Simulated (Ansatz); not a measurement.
# Work function of W(110): what the settings cost and change

Aim: the work function of W(110) across levels of theory at one geometry.

Calculated with Ansatz 0.2.0; plane-wave DFT, PBE, Ansatz PAW, in the first sound run; inputs show where later runs differ.

Experimental background.

“Anisotropic work function of elemental crystals” (2019, arxiv:1902.07811) quotes from earlier work for W (clean (110) face, a compiled value): work function (clean (110) face, a compiled value) 5.25 eV.

### 1. The structure

The cell holds 7 atoms: 7 W. Cell: a = 2.737 Å, b = 2.737 Å, c = 31.407 Å, α = 90.0°, β = 90.0°, γ = 70.5°. Vacuum lies along c.

### 2. Slab, setting PBE, Ansatz PAW (420 eV)

A work function rests on the faint tail of the density, so the SCF threshold is tight. PBE on the default files comes first; the next runs keep the geometry and change functional or files, each at the cutoff that its files recommend; a relaxation and, for heavy metals, spin-orbit coupling close the ladder.

The input, input.yaml:

```yaml
crystal:
  lattice:
    - [2.2344574285, -1.58, 0.0]
    - [2.2344574285, 1.58, 0.0]
    - [0.0, 0.0, 31.4067445713]
  atoms:
    - { symbol: W, position: [0.0, 0.0, 0.2865626515] }
    - { symbol: W, position: [0.5, 0.5, 0.3577084343] }
    - { symbol: W, position: [0.0, 0.0, 0.4288542172] }
    - { symbol: W, position: [0.5, 0.5, 0.5] }
    - { symbol: W, position: [0.0, 0.0, 0.5711457828] }
    - { symbol: W, position: [0.5, 0.5, 0.6422915657] }
    - { symbol: W, position: [0.0, 0.0, 0.7134373485] }
kpoints:
  mp_grid: { grid: [16, 16, 1] }
hamiltonian:
  xc: pbe
scf:
  occupations: { method: fermi_dirac, width: 0.1 }
  convergence: { dr2_threshold: 1.0e-09 }
efield:
  axis: 3
  dipole_correction: true
  ramp_position: 0.97
  ramp_width: 0.06
output:
  write_potential: true
  write_density: true
  volumetric_format: npy
  elf: true
```

The run is started by

```bash
$ ansatz run input.yaml --threads 4 --pin off --max-ram 6144MiB --backend cpu --events-out ev --progress --plain --runs-dir out
```

Log:

```text
Engine: ansatz 0.2.0, aarch64-unknown-linux-gnu
Pseudopotentials: kind: paw
Pseudopotential: W, paw, valence charge 14, recommended cutoff 420 eV (normal), W.paw.azcp
Functional definition: PBE
  parameter kappa = 0.804
  parameter beta = 0.066725
  exchange = pbe_x(kappa = kappa, mu = beta*pi^2/3)
  correlation = pbe_c(beta = beta)
Crystal: 7 atoms, lattice volume = 221.759 Å³
Basis set: ecut = 420 eV, 4419 PW (Γ)
Bands: 59, of which v1, the nominal top of the filled ones, is band 49 counted from 1 (48 counted from 0)
Symmetry: 4 space group operations
k-points: 73 of 256
Non-local potential: W, projectors of the file, l = 0: 3, l = 1: 2, l = 2: 2, l = 3: 1
PAW form: soft (Blöchl's): semilocal exchange-correlation on the pseudo side does not see the compensation charge
PAW one-centre angular grid: W, 590 points (default); XC on 64 Gauss nodes
Initial density: superposition of atomic densities (neutral atoms: chi_scale 0, normalization atom), corrected by the library's trained network
Initial wavefunctions: pseudopotential atomic-orbital guess
Functional: x = pbe(κ = 0.804, μ = 0.219515), c = pbe(β = 0.066725)
SCF iter   1: F=—  HF=-72690.958136 eV  |F-HF|=—  |Δ(HF+E_count)|=         —  Δρ=6.25e-3  dr2=5.77e-1  ethr=1.77e-3  p=0.000 e·Å  D=1.69e-13 V/Å  ΔV_dip=-0.00 eV  dr2_dipole=7.26e-7  V_vac-E_F(+/−)=4.96/4.96 eV  ⟨swp⟩=7.1  Hψ=42188  notcnv=0  defer=117
efield: sawtooth ramp at fractional position 0.9700 (set: `efield.ramp_position`, or a place that a band, a saddle search or an elastic batch's reference lends), width 0.0600; the density the first Hamiltonian is built on has a dipole p = 0.000 e·Å; the dipole correction subtracts the counter field D = 1.69e-13 V/Å, which shifts the + side's vacuum level by -0.00 eV against the − side's; the planar-averaged density in the ramp window peaks in size at 1.5e-5 e/Å³
automatic band count: the SCF goes on with 69 bands, as 59 were too few: the levels above may hold too much charge
preconditioner: auto → LDOS  [metal: Δε(μ)=0.003 eV  Ē_g=6.228 eV  σ=0.100 eV  W_gap=0.01  n_scr=22 (ndim 8)  ℏωp=16.2 eV  f_vac=0.450  D(μ)=4.65/eV (n_scr^D=18)  β→1.0]
SCF iter   2: F=—  HF=-72690.931086 eV  |F-HF|=—  |Δ(HF+E_count)|=   2.70e-2  Δρ=3.21e-3  dr2=1.58e-1  ethr=5.89e-4  p=0.000 e·Å  D=9.74e-7 V/Å  ΔV_dip=-0.00 eV  dr2_dipole=7.47e-7  V_vac-E_F(+/−)=4.90/4.90 eV  ⟨swp⟩=2.1  Hψ=7179  notcnv=0  defer=207
SCF iter   3: F=—  HF=-72690.918970 eV  |F-HF|=—  |Δ(HF+E_count)|=   1.21e-2  Δρ=4.43e-4  dr2=2.07e-3  ethr=1.61e-4  p=0.000 e·Å  D=3.33e-7 V/Å  ΔV_dip=-0.00 eV  dr2_dipole=1.16e-7  V_vac-E_F(+/−)=4.90/4.90 eV  ⟨swp⟩=2.0  Hψ=6142  notcnv=0  defer=207
SCF iter   4: F=—  HF=-72690.918731 eV  |F-HF|=—  |Δ(HF+E_count)|=   2.39e-4  Δρ=1.70e-4  dr2=2.41e-4  ethr=2.12e-6  p=0.000 e·Å  D=8.16e-7 V/Å  ΔV_dip=-0.00 eV  dr2_dipole=9.12e-9  V_vac-E_F(+/−)=4.90/4.90 eV  ⟨swp⟩=3.1  Hψ=7688  notcnv=0  defer=207
SCF iter   5: F=—  HF=-72690.918723 eV  |F-HF|=—  |Δ(HF+E_count)|=   7.90e-6  Δρ=4.75e-5  dr2=1.20e-5  ethr=2.46e-7  p=0.000 e·Å  D=6.42e-7 V/Å  ΔV_dip=-0.00 eV  dr2_dipole=5.84e-10  V_vac-E_F(+/−)=4.90/4.90 eV  ⟨swp⟩=2.4  Hψ=6502  notcnv=0  defer=207
SCF iter   6: F=—  HF=-72690.918724 eV  |F-HF|=—  |Δ(HF+E_count)|=   1.10e-6  Δρ=1.52e-5  dr2=8.26e-7  ethr=1.22e-8  p=0.000 e·Å  D=3.93e-7 V/Å  ΔV_dip=-0.00 eV  dr2_dipole=5.24e-11  V_vac-E_F(+/−)=4.90/4.90 eV  ⟨swp⟩=2.3  Hψ=6660  notcnv=0  defer=207
SCF iter   7: F=—  HF=-72690.919043 eV  |F-HF|=—  |Δ(HF+E_count)|=   3.18e-4  Δρ=4.72e-6  dr2=4.87e-8  ethr=8.43e-10  p=0.000 e·Å  D=2.11e-7 V/Å  ΔV_dip=-0.00 eV  dr2_dipole=6.82e-11  V_vac-E_F(+/−)=4.90/4.90 eV  ⟨swp⟩=3.1  Hψ=8296  notcnv=0  defer=153
SCF iter   8: F=—  HF=-72690.919043 eV  |F-HF|=—  |Δ(HF+E_count)|=   1.10e-7  Δρ=1.09e-6  dr2=3.41e-9  ethr=4.97e-11  p=0.000 e·Å  D=7.50e-8 V/Å  ΔV_dip=-0.00 eV  dr2_dipole=3.84e-12  V_vac-E_F(+/−)=4.90/4.90 eV  ⟨swp⟩=3.2  Hψ=8516  notcnv=0  defer=153
SCF iter   9: F=-72690.919043 eV  HF=-72690.919043 eV  |F-HF|=2.62e-10  |Δ(HF+E_count)|=   3.64e-9  Δρ=3.39e-7  dr2=2.33e-10  ethr=1.02e-12  p=0.000 e·Å  D=3.31e-8 V/Å  ΔV_dip=-0.00 eV  dr2_dipole=4.38e-15  V_vac-E_F(+/−)=4.90/4.90 eV  ⟨swp⟩=12.6  Hψ=16016  notcnv=0
SCF 1 converged in 9 iterations: F = -72690.919043 eV  dr2 = 2.33e-10
  greatest PAW one-centre occupation: 1.000 electrons in one spin orbital (limit 2), on the W atom at site 0 (counted from 0), in its partial waves of l = 0
WARN: The output density's exchange-correlation potential varies sharply where the density is thin. Do not read a vacuum level from v_tot or v_xc, or from such a field of the output density. On a cell that repeats whose density bears no net charge and no dipole along the vacuum's axis use v_es (v_loc + v_h of the components); under efield.dipole_correction with no amplitude use v_es + v_field, which holds any externa [...]
SCF converged after 9 iterations
Free energy (F): -72690.919043 eV
Harris-Foulkes:  -72690.919043 eV  (|F-HF|=2.62e-10)
Internal energy: -72690.769302 eV  (E = F + TS)
E sigma→0 (E₀):  -72690.844173 eV
Entropy (-TS):   -0.149740 eV (-21.391 meV/atom)
Fermi energy:    8.928367 eV
Dipole field:    D = -0.000000 V/Å  (p = -0.000000 e·Å, saw-weighted, corrected)
Work function:   Φ+ = 4.8997 eV   Φ− = 4.8997 eV
Levels:          The Fermi level and band energies are counted from a zero that moves with the ramp; work functions are not
--- Per-component energies (eV) ---
  E_band       = -1901.318832
  E_kinetic    = 3144.259929
  E_local      = -168447.682196  (includes V_loc(G=0)·N_el)
  E_nonlocal   = 5.473140
  E_hartree    = 82968.988942
  E_xc         = -1865.000307
  E_vxc        = -1666.788444  (∫ρ·V_xc dr)
  E_paw        = -59937.347629  (= ΣΔE_a)
  E_vpaw       = -874.555809  (= ΣTr[D̂ρ^β])
  E_aug_tail   = -0.000401  (compensation charges beyond the density's cutoff)
  E_efield     = 0.000000  (sawtooth field / dipole correction)
  E_vefield    = 0.000000  (∫n·V_field dr)
  E_ewald      = 71440.539218
  E_smearing   = -0.149740  (= −TS)
  E_closure    = 0.000000  (closes the sum)
  Σ components = -72690.919043   (vs F -72690.919043, Δ=0.00e0)
--- Band table (eV; the first three rows and the last of 73) ---
  k-point 0: bands = [... 45 lower, 7.6239, 7.6832, 7.8876, 8.1305, 8.4999, 9.0304, 9.4806, 9.5426, ... 16 higher]
  k-point 1: bands = [... 45 lower, 7.5700, 7.7795, 7.9187, 8.0449, 8.6225, 8.8557, 9.2498, 9.6399, ... 16 higher]
  k-point 2: bands = [... 45 lower, 7.4336, 7.5378, 8.0866, 8.2647, 8.4171, 8.7056, 9.0413, 10.0135, ... 16 higher]
  k-point 72: bands = [... 45 lower, 9.2616, 9.2799, 10.0597, 10.1171, 10.1189, 10.2892, 10.6308, 10.7992, ... 16 higher]
```

It took 95 s on 4 threads of Arm Neoverse N1, shared host; peak memory 1.4 GiB; 5.3 min of CPU time.

Read from the output:

```yaml
energy_at_zero_smearing: -72690.8442 eV
work_function_upper_face: 4.900 eV
```

Running mean over 2.234 Å of the planar mean; the ramp of the sawtooth is left out. The electron's electrostatic potential energy less the Fermi level by z:

z (Å), electron's electrostatic potential energy less the Fermi level (eV) and a bar from the least value:
```
        4        4.9 ##############################
        5        4.9 ##############################
        6        4.8 ##############################
        7        3.3 ###########################
        8       -5.7 ############
        9      -12.2 #
       10      -12.6 
       11      -12.7 
       12      -12.8 
       13      -12.7 
       14      -12.7 
       15      -12.7 
       16      -12.7 
       17      -12.7 
       18      -12.7 
       19      -12.8 
       20      -12.8 
       21      -12.7 
       22      -12.4 #
       23       -9.8 #####
       24        0.8 #######################
       25        4.5 #############################
       26        4.9 ##############################
       27        4.9 ##############################
       28        4.9 ##############################
```

Electrostatic potential energy in the ca plane at fractional y = 0.000, with atoms of W within 0.2 Å of it. With pseudopotentials it is smooth inside the atoms' cores, unlike the true potential.

Values in eV, 5 rows by 16 columns, each cell a mean:
```
  8 -21 -46   2   8   2 -46 -21   8   8 -21 -46   3  13  14  14
  7   1 -10   7   6   7 -10   1   7   7   1  -9   9  13  14  14
  7   7   3   9   5   9   3   7   7   7   7   4  11  14  14  14
  7  -7 -24   6   7   6 -24  -7   7   7  -7 -23   7  13  14  14
  8 -26 -51   1   9   1 -51 -26   8   8 -27 -51   1  13  14  14
```
Columns run along c (16.0 Å, from fractional 0.36 to 0.87 of the cell; values clipped at the 3rd and 97th percentile), rows up along a (2.7 Å). Atoms in or near the plane, at fractional coordinates: W at (0.43, 0.00), W at (0.57, 0.00), W at (0.71, 0.00).

ELF in the ca plane at fractional y = 0.000, with atoms of W within 0.2 Å of it. It is the smooth field of the valence electrons, not physical close to the nuclei.

Values, 5 rows by 16 columns, each cell a mean:
```
0.40 0.45 0.56 0.35 0.38 0.35 0.56 0.45 0.40 0.41 0.45 0.57 0.16 0.06 0.01 0.00
0.40 0.33 0.38 0.40 0.36 0.40 0.38 0.33 0.40 0.39 0.33 0.41 0.27 0.13 0.02 0.00
0.42 0.40 0.34 0.46 0.37 0.46 0.34 0.40 0.42 0.39 0.38 0.38 0.42 0.17 0.02 0.00
0.39 0.34 0.49 0.36 0.35 0.36 0.49 0.34 0.39 0.39 0.36 0.51 0.19 0.10 0.02 0.00
0.41 0.47 0.45 0.37 0.40 0.37 0.45 0.47 0.41 0.43 0.46 0.46 0.18 0.05 0.01 0.00
```
Columns run along c (16.0 Å, from fractional 0.36 to 0.87 of the cell), rows up along a (2.7 Å). Atoms in or near the plane, at fractional coordinates: W at (0.43, 0.00), W at (0.57, 0.00), W at (0.71, 0.00).

Valence density in the ca plane at fractional y = 0.000, with atoms of W within 0.2 Å of it. It is the smooth field of the valence electrons, not physical close to the nuclei.

Ten even steps from '0' (0.0 e/Å³) to '9' (5.0 e/Å³), each cell a mean:
```
00015997200000003999410000002799610000000000
00002663100000001465200000001366300000000000
00000121000000000121000000000111100000000000
00000000000000000000000000000000000000000000
00000110000000000011000000000011000000000000
00001342000000001343100000000244100000000000
00014896200000002798300000001599510000000000
00016988300000014989510000002899710000000000
```
Columns run along c (16.0 Å, from fractional 0.36 to 0.87 of the cell), rows up along a (2.7 Å). Atoms in or near the plane, at fractional coordinates: W at (0.43, 0.00), W at (0.57, 0.00), W at (0.71, 0.00).

The work function is 4.900 eV.

### 3. Slab

This step: plane-wave DFT, LDA, Ansatz PAW (Ansatz 0.2.0).

Changes to input.yaml since step 2:

```diff
@@ -16,3 +16,3 @@
 hamiltonian:
-  xc: pbe
+  xc: lda
 scf:
@@ -29,2 +29 @@
   volumetric_format: npy
-  elf: true
```

Log:

```text
[...]
Crystal: 7 atoms, lattice volume = 221.759 Å³
Basis set: ecut = 420 eV, 4419 PW (Γ)
Bands: 59, of which v1, the nominal top of the filled ones, is band 49 counted from 1 (48 counted from 0)
Symmetry: 4 space group operations
k-points: 73 of 256
[...]
k-point 0: bands = [... 45 lower, 7.2903, 7.3466, 7.5519, 7.8522, 8.1648, 8.7763, 9.1462, 9.3297, ... 16 higher]
  k-point 1: bands = [... 45 lower, 7.2358, 7.4440, 7.6202, 7.7257, 8.2948, 8.5847, 9.0162, 9.3079, ... 16 higher]
  k-point 2: bands = [... 45 lower, 7.1075, 7.2482, 7.7681, 7.9434, 8.1213, 8.4323, 8.7060, 9.6774, ... 16 higher]
  k-point 72: bands = [... 45 lower, 8.9284, 8.9368, 9.6966, 9.8003, 9.8173, 9.9567, 10.3980, 10.4226, ... 16 higher]
[key lines of the parts left out:]
SCF converged after 10 iterations
Free energy (F): -70905.610335 eV
Fermi energy:    8.613486 eV
Dipole field:    D = 0.000001 V/Å  (p = 0.000001 e·Å, saw-weighted, corrected)
Work function:   Φ+ = 5.1709 eV   Φ− = 5.1709 eV
```

It took 98 s on 4 threads; peak memory 1.4 GiB.

The work function is 5.171 eV, +0.271 eV from the run “PBE, Ansatz PAW (420 eV)”, at 1.0 times its CPU time.

### 4. Slab

This step: plane-wave DFT, PBEsol, Ansatz PAW (Ansatz 0.2.0).

Changes to input.yaml since step 3:

```diff
@@ -16,3 +16,3 @@
 hamiltonian:
-  xc: lda
+  xc: pbesol
 scf:
```

Log:

```text
[...]
Crystal: 7 atoms, lattice volume = 221.759 Å³
Basis set: ecut = 420 eV, 4419 PW (Γ)
Bands: 59, of which v1, the nominal top of the filled ones, is band 49 counted from 1 (48 counted from 0)
Symmetry: 4 space group operations
k-points: 73 of 256
[...]
k-point 0: bands = [... 45 lower, 7.4821, 7.5414, 7.7465, 7.9944, 8.3597, 8.9016, 9.3418, 9.4232, ... 16 higher]
  k-point 1: bands = [... 45 lower, 7.4286, 7.6381, 7.7816, 7.9040, 8.4835, 8.7235, 9.1257, 9.5016, ... 16 higher]
  k-point 2: bands = [... 45 lower, 7.2927, 7.4003, 7.9484, 8.1262, 8.2800, 8.5728, 8.9012, 9.8740, ... 16 higher]
  k-point 72: bands = [... 45 lower, 9.1142, 9.1294, 9.9053, 9.9774, 9.9833, 10.1454, 10.5049, 10.6418, ... 16 higher]
[key lines of the parts left out:]
SCF converged after 9 iterations
Free energy (F): -71792.819091 eV
Fermi energy:    8.787831 eV
Dipole field:    D = -0.000000 V/Å  (p = -0.000000 e·Å, saw-weighted, corrected)
Work function:   Φ+ = 5.0050 eV   Φ− = 5.0050 eV
```

Elapsed: 1.7 min, on 4 threads; peak memory 1.4 GiB.

The work function is 5.005 eV, +0.105 eV from the run “PBE, Ansatz PAW (420 eV)”, at 1.0 times its CPU time.

### 5. Run

This step: plane-wave DFT, RPBE, Ansatz PAW (Ansatz 0.2.0).

Changes to input.yaml since step 4:

```diff
@@ -16,3 +16,3 @@
 hamiltonian:
-  xc: pbesol
+  xc: rpbe
 scf:
```

Log:

```text
[...]
Crystal: 7 atoms, lattice volume = 221.759 Å³
Basis set: ecut = 420 eV, 4419 PW (Γ)
Bands: 59, of which v1, the nominal top of the filled ones, is band 49 counted from 1 (48 counted from 0)
Symmetry: 4 space group operations
k-points: 73 of 256
[...]
k-point 1: bands = [... 45 lower, 7.6845, 7.8947, 8.0243, 8.1619, 8.7328, 8.9613, 9.3400, 9.7528, ... 16 higher]
  k-point 2: bands = [... 45 lower, 7.5452, 7.6447, 8.1942, 8.3745, 8.5270, 8.8103, 9.1594, 10.1287, ... 16 higher]
  k-point 72: bands = [... 45 lower, 9.3790, 9.3992, 10.1849, 10.2196, 10.2266, 10.4074, 10.7167, 10.9271, ... 16 higher]
[key lines of the parts left out:]
SCF converged after 10 iterations
Free energy (F): -72780.160475 eV
Fermi energy:    9.038564 eV
Dipole field:    D = 0.000001 V/Å  (p = 0.000001 e·Å, saw-weighted, corrected)
Work function:   Φ+ = 4.7654 eV   Φ− = 4.7655 eV
```

It took 1.7 min on 4 threads; peak memory 1.4 GiB.

The work function is 4.765 eV, -0.134 eV from the run “PBE, Ansatz PAW (420 eV)”, at 1.0 times its CPU time.

### 6. Slab

This step: plane-wave DFT, r2SCAN, Ansatz PAW (Ansatz 0.2.0).

Changes to input.yaml since step 5:

```diff
@@ -16,3 +16,3 @@
 hamiltonian:
-  xc: rpbe
+  xc: r2scan
 scf:
```

Log:

```text
[...]
Crystal: 7 atoms, lattice volume = 221.759 Å³
Basis set: ecut = 500 eV, 5535 PW (Γ), exchange–correlation on 80×80×960 points (64 copies of the dense FFT grid, shifted against one another)
Bands: 59, of which v1, the nominal top of the filled ones, is band 49 counted from 1 (48 counted from 0)
Symmetry: 4 space group operations
k-points: 73 of 256
[...]
k-point 0: bands = [... 45 lower, 7.4511, 7.5172, 7.7218, 7.9536, 8.3589, 8.8373, 9.3071, 9.3788, ... 16 higher]
  k-point 1: bands = [... 45 lower, 7.3878, 7.6116, 7.7223, 7.9033, 8.4713, 8.6901, 9.0297, 9.5477, ... 16 higher]
  k-point 2: bands = [... 45 lower, 7.2303, 7.3367, 7.8951, 8.0927, 8.2609, 8.5399, 8.9438, 9.9518, ... 16 higher]
  k-point 72: bands = [... 45 lower, 9.2181, 9.2576, 10.0317, 10.0565, 10.1154, 10.2834, 10.4890, 10.9091, ... 16 higher]
[key lines of the parts left out:]
SCF converged after 10 iterations
Free energy (F): -72778.007022 eV
Fermi energy:    8.813892 eV
Dipole field:    D = -0.000000 V/Å  (p = -0.000000 e·Å, saw-weighted, corrected)
Work function:   Φ+ = 4.9771 eV   Φ− = 4.9771 eV
```

Wall time 3 min (4 threads); peak memory 2 GiB; 10 min of CPU time.

The work function is 4.977 eV, +0.077 eV from the run “PBE, Ansatz PAW (420 eV)”, at 1.9 times its CPU time.

### 7. Run

This step: plane-wave DFT, PBE, JTH PAW (Ansatz 0.2.0).

Changes to input.yaml since step 6:

```diff
@@ -16,3 +16,4 @@
 hamiltonian:
-  xc: r2scan
+  xc: pbe
+  pseudopotentials: { kind: paw, source: jth }
 scf:
```

Log:

```text
[...]
k-point 72: bands = [... 45 lower, 8.8360, 8.8571, 9.6385, 9.6886, 9.6975, 9.8642, 10.1956, 10.3784, ... 16 higher]
Warning: the largest footprint on record is within 20.0 MiB over the run's memory maximum of 6.00 GiB, but the memory guard recorded no overrun: it can forgive a reading, as where handing back freed memory lowers it. This warning does not change the exit status.
[key lines of the parts left out:]
SCF converged after 11 iterations
Free energy (F): -72403.060324 eV
Fermi energy:    8.505069 eV
Dipole field:    D = 0.000000 V/Å  (p = 0.000001 e·Å, saw-weighted, corrected)
Work function:   Φ+ = 4.9021 eV   Φ− = 4.9021 eV
```

Elapsed: 8.1 min, on 4 threads; peak memory 6.2 GiB; 28 min of CPU time.

The work function is 4.902 eV, +0.002 eV from the run “PBE, Ansatz PAW (420 eV)”, at 5.3 times its CPU time.

### 8. Slab

This step: plane-wave DFT, PBE, norm-conserving (Ansatz 0.2.0).

Changes to input.yaml since step 7:

```diff
@@ -17,3 +17,3 @@
   xc: pbe
-  pseudopotentials: { kind: paw, source: jth }
+  pseudopotentials: { kind: nc }
 scf:
```

Log:

```text
[...]
Crystal: 7 atoms, lattice volume = 221.759 Å³
Basis set: ecut = 1006.821291 eV, 16033 PW (Γ)
Bands: 59, of which v1, the nominal top of the filled ones, is band 49 counted from 1 (48 counted from 0)
Symmetry: 4 space group operations
k-points: 73 of 256
[...]
k-point 0: bands = [... 45 lower, 7.5871, 7.6461, 7.8502, 8.0856, 8.4625, 8.9843, 9.4428, 9.4939, ... 16 higher]
  k-point 1: bands = [... 45 lower, 7.5327, 7.7423, 7.8764, 8.0057, 8.5842, 8.8114, 9.2028, 9.6015, ... 16 higher]
  k-point 2: bands = [... 45 lower, 7.3957, 7.4957, 8.0478, 8.2261, 8.3756, 8.6622, 9.0029, 9.9746, ... 16 higher]
  k-point 72: bands = [... 45 lower, 9.2209, 9.2401, 10.0205, 10.0735, 10.0790, 10.2478, 10.5816, 10.7593, ... 16 higher]
[key lines of the parts left out:]
SCF converged after 10 iterations
Free energy (F): -14445.613253 eV
Fermi energy:    8.887957 eV
Dipole field:    D = 0.000001 V/Å  (p = 0.000001 e·Å, saw-weighted, corrected)
Work function:   Φ+ = 4.9020 eV   Φ− = 4.9021 eV
```

The job ended after 6.9 min (4 threads; peak memory 3.8 GiB).

The work function is 4.902 eV, +0.002 eV from the run “PBE, Ansatz PAW (420 eV)”, at 4.6 times its CPU time.

[end of part 1 of 2]

[Long decimals in the printed logs are rounded to 6 places.]

[Logs are printed without paths, hosts, clocks, repeated set-up lines and the standing remarks that a program may print on its own settings, such as how far it seeks lower states.]

[Hosts, paths, dates, database ids (printed as entryN), source tags and the programs' standing remarks are cut or masked in the printed files.]

[Maps of the electrostatic potential energy from Ansatz leave out the sawtooth potential of an applied field or a dipole correction, so their vacuum need not be flat; planar profiles and work functions include it.]
